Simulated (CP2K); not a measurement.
Consider chloroallene at its PBE geometry (Å).

```xyz
7

C    -1.3698    0.0232    0.0394
C    -0.0649   -0.0633   -0.0125
C     1.2375   -0.1693   -0.0681
Cl    2.3126    1.1857    0.2041
H    -1.9599    0.2641   -0.8481
H    -1.9129   -0.1400    0.9734
H     1.7573   -1.1003   -0.2881
```

Method: CP2K XAS_TDP, all-electron GAPW, PBEh(45%), aug-pc-1, TDA, no relativity.

Q: Predict the bright core excitations at the C K edge.

Leading lines: C1 280.94 eV, C2 281.08 eV and C3 282.67 eV. The leading line of an atom is its first one with 35 % of the strongest within 2.5 eV of its lowest line over the strength cut. 

The first six lines of each atom with a strength over 0.0015:

```csv
atom,energy (eV),states,"strength, one atom"
C1 (bonded to C and 2 H),280.94,1,0.0509
,283.55,1,0.0043
,284.38,1,0.0033
,285.42,1,0.0129
,285.51,1,0.0039
,285.88,1,0.0047
C2 (bonded to 2 C),281.08,1,0.0514
,281.50,1,0.0586
,285.70,1,0.0031
,286.08,1,0.0036
,287.94,1,0.0018
,288.23,1,0.0016
"C3 (bonded to C, Cl and H)",282.67,1,0.0522
,283.05,1,0.0331
,285.32,1,0.0073
,286.27,1,0.0096
,286.73,1,0.0109
,286.99,1,0.0023
```

Lines are vertical, at one geometry, with no vibrational structure. Without a correction of the core level, line positions, and the gaps between valence and Rydberg lines, follow the share of exact exchange. At this level such K lines come out 3 to 6 eV under measured ones. These values hold no scalar relativity, about 0.1 eV for C 1s. Rydberg lines, and the discretised continuum above threshold, depend on the basis and the box.

[Banner, clock and machine lines of the logs are left out without a mark of their own.]

[Logs are printed without paths, hosts, clocks, repeated set-up lines and the standing remarks that a program may print on its own settings, such as how far it seeks lower states.]

[Hosts, paths, dates, database ids (printed as entryN), source tags and the programs' standing remarks are cut or masked in the printed files.]
